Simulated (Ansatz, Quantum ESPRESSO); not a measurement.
# Conductance against width: vacuum gaps between two Al(111) faces, part 2 of 5

Wanted: T at the Fermi level along a series, and its decay constant, for vacuum gaps between two Al(111) faces.

Quantum ESPRESSO 7.5; plane-wave DFT, PBE, GBRV ultrasoft pseudopotentials; cross-check by Ansatz 0.2.0 with PAW datasets.

So far. Step 2 (Self-consistent run, 5 Å): The run needed 31 iterations to bring the estimated error under 1e-07 Ry; the largest force on any atom, held or free, is 0.15 eV/Å.

## (3) Transmission with pwcond.x, 5 Å

Level of this step: transmission by pwcond, lead and junction from one cell; plane-wave DFT, PBE, GBRV ultrasoft pseudopotentials (Quantum ESPRESSO).

prefixt takes both regions from one run: the lead from 0 to bdl, the scattering region from bdl to bds (units of alat). ikind = 1 puts the same lead on both sides. The program's T_tot counts both spins in a run without spin; the tables below give T per spin.

Contents of j0.cond.in:

```
&inputcond
  outdir = './out'
  prefixt = 'j0.scf'
  tran_file = 'j0.cond.dat'
  bdl = 2.4494897419
  bds = 15.6307061864
  ikind = 1
  ewind = 4.0
  epsproj = 1e-05
  nz1 = 7
  energy0 = 0.4
  denergy = -0.4
/
10
  0.00000000 0.00000000 0.01562500
  0.00000000 0.12500000 0.09375000
  0.00000000 0.25000000 0.09375000
  0.00000000 0.37500000 0.09375000
  0.00000000 0.50000000 0.04687500
  0.12500000 0.25000000 0.09375000
  0.12500000 0.37500000 0.18750000
  0.12500000 0.50000000 0.18750000
  0.25000000 0.50000000 0.09375000
  0.25000000 0.62500000 0.09375000
3
```

The run is started by

```bash
> OMP_NUM_THREADS=1 mpirun -n 4 pwcond.x -in j0.cond.in > j0.cond.out
```

Output:

```text
[banner, memory and clock lines left out]
Program PWCOND v.7.5 starts

          URL

     ./out/j0.scf.save/

     IMPORTANT: XC functional enforced from input :
     Exchange-correlation= PBE
                           (   1   4   3   4   0   0   0)
     Any further DFT definition will be discarded
     Please, verify this is what you really want

     Reading collected, re-writing distributed wavefunctions

===== INPUT FILE containing all the regions =====

     GEOMETRY:

     lattice parameter (alat)  =       5.3984  a.u.
     the volume                =    2129.6338 (a.u.)^3
     the cross section         =      25.2384 (a.u.)^2
     l of the unit cell        =      15.6307 (alat)
     number of atoms/cell      =           18
     number of atomic types    =            1

     crystal axes: (cart. coord. in units of alat)
               a(1) = (  1.0000  0.0000  0.0000 )
               a(2) = (  0.5000  0.8660  0.0000 )
               a(3) = (  0.0000  0.0000 15.6307 )

   Cartesian axes

     site n.     atom                  positions (alat units)
          1        Al     tau(  1)=(  0.0000  0.0000 15.6307  )
          2        Al     tau(  2)=(  0.5000  0.2887  0.8165  )
          3        Al     tau(  3)=(  1.0000  0.5774  1.6330  )
          4        Al     tau(  4)=(  0.0000  0.0000  2.4495  )
          5        Al     tau(  5)=(  0.5000  0.2887  3.2660  )
          6        Al     tau(  6)=(  1.0000  0.5774  4.0825  )
          7        Al     tau(  7)=(  0.0000  0.0000  4.8990  )
          8        Al     tau(  8)=(  0.5000  0.2887  5.7155  )
          9        Al     tau(  9)=(  1.0000  0.5774  6.5320  )
         10        Al     tau( 10)=(  0.0000  0.0000  8.2822  )
         11        Al     tau( 11)=(  0.5000  0.2887  9.0987  )
         12        Al     tau( 12)=(  1.0000  0.5774  9.9152  )
         13        Al     tau( 13)=(  0.0000  0.0000 10.7317  )
         14        Al     tau( 14)=(  0.5000  0.2887 11.5482  )
         15        Al     tau( 15)=(  1.0000  0.5774 12.3647  )
         16        Al     tau( 16)=(  0.0000  0.0000 13.1812  )
         17        Al     tau( 17)=(  0.5000  0.2887 13.9977  )
         18        Al     tau( 18)=(  1.0000  0.5774 14.8142  )

     nr1s                      =           24
     nr2s                      =           24
     nr3s                      =          360
     nr1sx                     =           24
     nr2sx                     =           24
     nr3sx                     =          360
     nr1                       =           25
     nr2                       =           25
     nr3                       =          384
     nr1x                      =           25
     nr2x                      =           25
     nr3x                      =          384

 _______________________________
  Radii of nonlocal spheres:

     type       ibeta     ang. mom.          radius (alat units)
       Al         1         0                    0.3554
       Al         2         1                    0.3554
       Al         3         2                    0.3554
----- General information -----

--- T calc. with identical leads (ikind=1) ---

     nrx                       =           24
     nry                       =           24
     nz1                       =            7

     energy0               =         4.0E-01
     denergy               =        -4.0E-01
     nenergy               =          3
     ecut2d                =         4.0E+01
     ewind                 =         4.0E+00
     epsproj               =         1.0E-05

     number of k_|| points=   10
                       cryst. coord.
        k(    1) = (   0.0000000   0.0000000), wk =   0.0156250
        k(    2) = (   0.0000000   0.1250000), wk =   0.0937500
        k(    3) = (   0.0000000   0.2500000), wk =   0.0937500
        k(    4) = (   0.0000000   0.3750000), wk =   0.0937500
        k(    5) = (   0.0000000   0.5000000), wk =   0.0468750
        k(    6) = (   0.1250000   0.2500000), wk =   0.0937500
        k(    7) = (   0.1250000   0.3750000), wk =   0.1875000
        k(    8) = (   0.1250000   0.5000000), wk =   0.1875000
        k(    9) = (   0.2500000   0.5000000), wk =   0.0937500
        k(   10) = (   0.2500000   0.6250000), wk =   0.0937500
----- Information about left/right lead -----

     nocros                   =            9
     noins                    =           18
     norb                     =           36
     norbf                    =          144
     nrz                      =           56

      iorb      type   ibeta   ang. mom.   m       position (alat)
        1        1       1        0        1   taunew(   1)=(  0.0000  0.0000  0.0000)
        2        1       2        1        1   taunew(   2)=(  0.0000  0.0000  0.0000)
        3        1       2        1        2   taunew(   3)=(  0.0000  0.0000  0.0000)
        4        1       2        1        3   taunew(   4)=(  0.0000  0.0000  0.0000)
        5        1       3        2        1   taunew(   5)=(  0.0000  0.0000  0.0000)
        6        1       3        2        2   taunew(   6)=(  0.0000  0.0000  0.0000)
        7        1       3        2        3   taunew(   7)=(  0.0000  0.0000  0.0000)
        8        1       3        2        4   taunew(   8)=(  0.0000  0.0000  0.0000)
        9        1       3        2        5   taunew(   9)=(  0.0000  0.0000  0.0000)
       10        1       1        0        1   taunew(  10)=(  0.5000  0.2887  0.8165)
       11        1       2        1        1   taunew(  11)=(  0.5000  0.2887  0.8165)
       12        1       2        1        2   taunew(  12)=(  0.5000  0.2887  0.8165)
       13        1       2        1        3   taunew(  13)=(  0.5000  0.2887  0.8165)
       14        1       3        2        1   taunew(  14)=(  0.5000  0.2887  0.8165)
       15        1       3        2        2   taunew(  15)=(  0.5000  0.2887  0.8165)
       16        1       3        2        3   taunew(  16)=(  0.5000  0.2887  0.8165)
       17        1       3        2        4   taunew(  17)=(  0.5000  0.2887  0.8165)
       18        1       3        2        5   taunew(  18)=(  0.5000  0.2887  0.8165)
       19        1       1        0        1   taunew(  19)=(  1.0000  0.5774  1.6330)
       20        1       2        1        1   taunew(  20)=(  1.0000  0.5774  1.6330)
       21        1       2        1        2   taunew(  21)=(  1.0000  0.5774  1.6330)
       22        1       2        1        3   taunew(  22)=(  1.0000  0.5774  1.6330)
       23        1       3        2        1   taunew(  23)=(  1.0000  0.5774  1.6330)
       24        1       3        2        2   taunew(  24)=(  1.0000  0.5774  1.6330)
[...]
97        1       3        2        3   taunew(  97)=(  0.5000  0.2887  9.0987)
       98        1       3        2        4   taunew(  98)=(  0.5000  0.2887  9.0987)
       99        1       3        2        5   taunew(  99)=(  0.5000  0.2887  9.0987)
      100        1       1        0        1   taunew( 100)=(  1.0000  0.5774  9.9152)
      101        1       2        1        1   taunew( 101)=(  1.0000  0.5774  9.9152)
      102        1       2        1        2   taunew( 102)=(  1.0000  0.5774  9.9152)
      103        1       2        1        3   taunew( 103)=(  1.0000  0.5774  9.9152)
      104        1       3        2        1   taunew( 104)=(  1.0000  0.5774  9.9152)
      105        1       3        2        2   taunew( 105)=(  1.0000  0.5774  9.9152)
      106        1       3        2        3   taunew( 106)=(  1.0000  0.5774  9.9152)
      107        1       3        2        4   taunew( 107)=(  1.0000  0.5774  9.9152)
      108        1       3        2        5   taunew( 108)=(  1.0000  0.5774  9.9152)
      109        1       1        0        1   taunew( 109)=(  0.0000  0.0000 10.7317)
      110        1       2        1        1   taunew( 110)=(  0.0000  0.0000 10.7317)
      111        1       2        1        2   taunew( 111)=(  0.0000  0.0000 10.7317)
      112        1       2        1        3   taunew( 112)=(  0.0000  0.0000 10.7317)
      113        1       3        2        1   taunew( 113)=(  0.0000  0.0000 10.7317)
      114        1       3        2        2   taunew( 114)=(  0.0000  0.0000 10.7317)
      115        1       3        2        3   taunew( 115)=(  0.0000  0.0000 10.7317)
      116        1       3        2        4   taunew( 116)=(  0.0000  0.0000 10.7317)
      117        1       3        2        5   taunew( 117)=(  0.0000  0.0000 10.7317)
      118        1       1        0        1   taunew( 118)=(  0.5000  0.2887 11.5482)
      119        1       2        1        1   taunew( 119)=(  0.5000  0.2887 11.5482)
      120        1       2        1        2   taunew( 120)=(  0.5000  0.2887 11.5482)
      121        1       2        1        3   taunew( 121)=(  0.5000  0.2887 11.5482)
      122        1       3        2        1   taunew( 122)=(  0.5000  0.2887 11.5482)
      123        1       3        2        2   taunew( 123)=(  0.5000  0.2887 11.5482)
      124        1       3        2        3   taunew( 124)=(  0.5000  0.2887 11.5482)
      125        1       3        2        4   taunew( 125)=(  0.5000  0.2887 11.5482)
      126        1       3        2        5   taunew( 126)=(  0.5000  0.2887 11.5482)
      127        1       1        0        1   taunew( 127)=(  1.0000  0.5774 12.3647)
      128        1       2        1        1   taunew( 128)=(  1.0000  0.5774 12.3647)
      129        1       2        1        2   taunew( 129)=(  1.0000  0.5774 12.3647)
      130        1       2        1        3   taunew( 130)=(  1.0000  0.5774 12.3647)
      131        1       3        2        1   taunew( 131)=(  1.0000  0.5774 12.3647)
      132        1       3        2        2   taunew( 132)=(  1.0000  0.5774 12.3647)
      133        1       3        2        3   taunew( 133)=(  1.0000  0.5774 12.3647)
      134        1       3        2        4   taunew( 134)=(  1.0000  0.5774 12.3647)
      135        1       3        2        5   taunew( 135)=(  1.0000  0.5774 12.3647)
      136        1       1        0        1   taunew( 136)=(  0.0000  0.0000 13.1812)
      137        1       2        1        1   taunew( 137)=(  0.0000  0.0000 13.1812)
      138        1       2        1        2   taunew( 138)=(  0.0000  0.0000 13.1812)
      139        1       2        1        3   taunew( 139)=(  0.0000  0.0000 13.1812)
      140        1       3        2        1   taunew( 140)=(  0.0000  0.0000 13.1812)
      141        1       3        2        2   taunew( 141)=(  0.0000  0.0000 13.1812)
      142        1       3        2        3   taunew( 142)=(  0.0000  0.0000 13.1812)
      143        1       3        2        4   taunew( 143)=(  0.0000  0.0000 13.1812)
      144        1       3        2        5   taunew( 144)=(  0.0000  0.0000 13.1812)
 ngper, shell number =           85          11
 ngper, n2d =           85          63
---  E-Ef =    0.4000000  k =    0.0000000   0.0000000
---  ie =          1  ik =          1
 Nchannels of the left tip =            1
 Right moving states:
   k1(2pi/a)   k2(2pi/a)   E-Ef (eV)
   0.0071257   0.0000016   0.4000000
 Left moving states:
   k1(2pi/a)   k2(2pi/a)   E-Ef (eV)
  -0.0071257   0.0000016   0.4000000

 to transmit
 Band j to band i transmissions and reflections:
    j         i     |T_ij|^2    |R_ij|^2

    1 -->     1     0.32790     0.67210
   Total T_j, R_j =    0.32790  0.67210

E-Ef(ev), T(x2 spins) =    0.4000000   0.6557943
---  E-Ef =    0.0000000  k =    0.0000000   0.0000000
---  ie =          2  ik =          1
 Nchannels of the left tip =            1
 Right moving states:
   k1(2pi/a)   k2(2pi/a)   E-Ef (eV)
  -0.0286990   0.0000016   0.0000000
 Left moving states:
   k1(2pi/a)   k2(2pi/a)   E-Ef (eV)
   0.0286990   0.0000016   0.0000000

 to transmit
 Band j to band i transmissions and reflections:
    j         i     |T_ij|^2    |R_ij|^2

    1 -->     1     0.26474     0.73526
   Total T_j, R_j =    0.26474  0.73526

E-Ef(ev), T(x2 spins) =    0.0000000   0.5294790
---  E-Ef =   -0.4000000  k =    0.0000000   0.0000000
---  ie =          3  ik =          1
 Nchannels of the left tip =            1
 Right moving states:
   k1(2pi/a)   k2(2pi/a)   E-Ef (eV)
  -0.0650794   0.0000016  -0.4000000
 Left moving states:
   k1(2pi/a)   k2(2pi/a)   E-Ef (eV)
   0.0650794   0.0000016  -0.4000000

 to transmit
 Band j to band i transmissions and reflections:
    j         i     |T_ij|^2    |R_ij|^2

    1 -->     1     0.21814     0.78186
   Total T_j, R_j =    0.21814  0.78186

E-Ef(ev), T(x2 spins) =   -0.4000000   0.4362865
 ngper, shell number =           85          45
 ngper, n2d =           85          69
[... further energies and points left out ...]
---  E-Ef =    0.4000000  k =    0.2500000   0.6250000
---  ie =          1  ik =         10
 Nchannels of the left tip =            1
 Right moving states:
   k1(2pi/a)   k2(2pi/a)   E-Ef (eV)
   0.2447304   0.0000024   0.4000000
 Left moving states:
   k1(2pi/a)   k2(2pi/a)   E-Ef (eV)
  -0.2447301   0.0000024   0.4000000

 to transmit
 Band j to band i transmissions and reflections:
    j         i     |T_ij|^2    |R_ij|^2

    1 -->     1     0.00552     0.99448
   Total T_j, R_j =    0.00552  0.99448

E-Ef(ev), T(x2 spins) =    0.4000000   0.0110348
---  E-Ef =    0.0000000  k =    0.2500000   0.6250000
---  ie =          2  ik =         10
 Nchannels of the left tip =            1
 Right moving states:
   k1(2pi/a)   k2(2pi/a)   E-Ef (eV)
   0.1768734   0.0000025   0.0000000
 Left moving states:
   k1(2pi/a)   k2(2pi/a)   E-Ef (eV)
  -0.1768731   0.0000025   0.0000000

 to transmit
 Band j to band i transmissions and reflections:
    j         i     |T_ij|^2    |R_ij|^2

    1 -->     1     0.00016     0.99984
   Total T_j, R_j =    0.00016  0.99984

E-Ef(ev), T(x2 spins) =    0.0000000   0.0003135
---  E-Ef =   -0.4000000  k =    0.2500000   0.6250000
---  ie =          3  ik =         10
 Nchannels of the left tip =            1
 Right moving states:
   k1(2pi/a)   k2(2pi/a)   E-Ef (eV)
   0.0905560   0.0000026  -0.4000000
 Left moving states:
   k1(2pi/a)   k2(2pi/a)   E-Ef (eV)
  -0.0905557   0.0000026  -0.4000000

 to transmit
 Band j to band i transmissions and reflections:
    j         i     |T_ij|^2    |R_ij|^2

    1 -->     1     0.00759     0.99241
   Total T_j, R_j =    0.00759  0.99241

E-Ef(ev), T(x2 spins) =   -0.4000000   0.0151844
   T_tot     0.40000      0.25409E+00
   T_tot     0.00000      0.15045E+00
   T_tot    -0.40000      0.11443E+00

Note: The following floating-point exceptions are signalling: IEEE_UNDERFLOW_FLAG
Note: The following floating-point exceptions are signalling: IEEE_UNDERFLOW_FLAG
Note: The following floating-point exceptions are signalling: IEEE_UNDERFLOW_FLAG
Note: The following floating-point exceptions are signalling: IEEE_UNDERFLOW_FLAG
```

Wall time 29 s (4 MPI ranks of Arm Neoverse V1, shared host); peak memory 0.25 GiB; 1.9 min of CPU time.

Numbers from this step:

| Quantity | Value |
| --- | --- |
| lead channels at the Fermi level, one spin | 1.141 |
| transmission at the Fermi level, one spin | 0.07523 |
| conductance | 0.07523 G₀ |

Per spin; mean over the k mesh across the current. The open channels, zone mean by energy, zero at the Fermi level:

| energy (eV) | open channels, zone mean |
| --- | --- |
| -0.400 | 1.33 |
| 0.000 | 1.14 |
| 0.400 | 1.42 |

Per spin; mean over the k mesh across the current. Table of transmission, zone mean by energy, zero at the Fermi level:

| energy (eV) | transmission, zone mean |
| --- | --- |
| -0.400 | 0.0572 |
| 0.000 | 0.0752 |
| 0.400 | 0.127 |

At 0.000 eV; k in fractions of b1, b2. Transmission by k point:

| k1 | k2 | weight | t | channels |
| --- | --- | --- | --- | --- |
| 0 | 0 | 0.01562 | 0.2647 | 1 |
| 0 | 0.125 | 0.09375 | 0.22 | 1 |
| 0 | 0.25 | 0.09375 | 0.122 | 1 |
| 0 | 0.375 | 0.09375 | 0.03613 | 2 |
| 0 | 0.5 | 0.04688 | 0.0156 | 2 |
| 0.125 | 0.25 | 0.09375 | 0.148 | 1 |
| 0.125 | 0.375 | 0.1875 | 0.08001 | 1 |
| 0.125 | 0.5 | 0.1875 | 0.01435 | 1 |
| 0.25 | 0.5 | 0.09375 | 0.03554 | 1 |
| 0.25 | 0.625 | 0.09375 | 1.57e-4 | 1 |

(Part 2 of 5 ends here.)

[Long decimals in the printed logs are rounded to 6 places.]

[Repeated lines of the later SCF iterations (solver, time, negative density, dipole) and banner, clock, host and MPI lines are left out of these logs without a mark at each place.]

[Logs are printed without paths, hosts, clocks, repeated set-up lines and the standing remarks that a program may print on its own settings, such as how far it seeks lower states.]

[Hosts, paths, dates, database ids (printed as entryN), source tags and the programs' standing remarks are cut or masked in the printed files.]

[Maps of the electrostatic potential energy from Ansatz leave out the sawtooth potential of an applied field or a dipole correction, so their vacuum need not be flat; planar profiles and work functions include it.]
